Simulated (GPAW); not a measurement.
# Polarising C/Pt(110) with a field along the normal

The dipole of the cell at several fields, atoms fixed. What does the strongest field give, and what length does the slope stand for?

**Method.** GPAW 26.7.0, plane waves (500 eV), PAW setups, PBE, 8×11 mesh, a dipole layer in the vacuum; geometry relaxed without an applied field with GPAW. The cell's area is 10.87 Å², and e/ε0 = 180.95 V Å.

What came out, but for one run:

| field (V/Å) | dipole (e Å) |
| --- | --- |
| −0.2 | −0.1214 |
| −0.1 | −0.0676 |
| −0.05 | −0.0408 |
| 0.05 | 0.0129 |
| 0.1 | 0.0398 |
| 0.2 | 0.0936 |
| 0.3 | ? |

Q: What is the dipole at 0.3 V/Å?

**Working.** A line through the 6 points has the slope α = 0.537 e Å per V/Å and the intercept p₀ = −0.0139 e Å (r.m.s. residual 3.7e−05). At 0.3 V/Å it gives p = −0.0139 + 0.537 × 0.3 = 0.1473 e Å; the run gives 0.1474 e Å, so the response stays linear to 0.1 % of the induced part. Dividing by ε0 and the area: α/(ε0 A) = 0.537 × 180.95 / 10.87 = 8.95 Å, against 6.21 Å between the outer nuclei.

Caveats: This is the electronic response alone; ions that move would add to it in polar layers. No run was spin-polarised, so magnetic states weren't tested. Spin-orbit coupling is left out, which matters for the heavier atoms here.
